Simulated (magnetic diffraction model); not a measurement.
**Moment size from magnetic intensity in SrFePb4O10**

Space group P4/nmm (no. 129, origin choice 1), a = 8.2330 Å, c = 8.4440 Å.

```csv
site,atom,x,y,z
8j,Pb,0.7889,0.2889,0.8128
2b,Sr,1/2,1/2,1/2
2c,Fe,1/2,0,0.6864
8i,O,1/2,0.2382,0.2270
8j,O,0.8128,0.6872,0.3254
4d,O,1/4,1/4,0
```

This is a made-up structure (elements placed in a structure type, unrelaxed), so the numbers test the method and describe no known phase.

Only Fe is taken to order (form factors of Fe2+); orders and moment sizes are assumed, and not adapted to the symmetry. Radiation: neutrons of λ = 1.909 Å, 3° to 45°; isotropic B of 0.39 Å² (Pb), 0.67 Å² (Sr), 0.81 Å² (Fe) and 1.06 Å² (O). The intensities are simulated: I ∝ L Σ (|F_N|² + |F_M⊥|²) for unpolarised neutrons, with F_M = 2.695 fm/μB × Σ f(s) S exp(2πi Q·r) exp(−B s²) at Q = H ± k (one set where k and −k are equivalent), only the part normal to Q counting and L = 1/(sin²θ cos θ). For collinear order S is the moment m, which repeats by lattice and centring translations R with the sign exp(−2πi k·R). Form factors are spin-only for 3d ions and dipole or tabulated for f ions, scattering lengths are Sears's of 1992, and absorption is left out. A label names one of the reflections at its angle. The strongest nuclear line in the range is 100, and lines under 0.2 are left out.

In a first state the assumed order is k = (1/2 0 0), collinear moments along [101], 3.88 μB on Fe; signs + at (1/2, 0, 0.6864), − at (0, 1/2, 0.3136), with this pattern:

```csv
2θ (°),index,nuclear,magnetic
6.65,(1/2 0 0),0.0,11.0
12.98,(0 0 1),7.0,0.0
14.60,(1/2 0 1),0.0,1.7
14.89,(1/2 1 0),0.0,7.2
18.64,(1 0 1),3.5,0.0
18.87,(1 1 0),9.6,0.0
19.81,(1/2 1 1),0.0,7.5
20.03,(3/2 0 0),0.0,1.1
22.97,(1 1 1),1.1,0.0
23.94,(3/2 0 -1),0.0,2.2
24.13,(3/2 1 0),0.0,1.8
26.13,(0 0 2),66.8,0.0
26.82,(2 0 0),100.0,0.0
26.99,(1/2 0 -2),0.0,1.5
27.49,(3/2 1 1),0.0,1.4
27.66,(1/2 2 0),0.0,1.8
```
(The table stops after 16 lines; 28 more lie at higher angle.)

**Question.** Nearer the ordering temperature the line at 6.65° has total intensity 1.0 on the same scale, and all moments have shrunk alike. How large is the Fe moment?

The nuclear part, 0.0, stays, so the magnetic part is 1.0 against 11.0. It goes as m², so m = 3.88 × √(1.0/11.0) = 1.17 μB; the value used was 1.16 μB.

[Logs are printed without paths, hosts, clocks, repeated set-up lines and the standing remarks that a program may print on its own settings, such as how far it seeks lower states.]
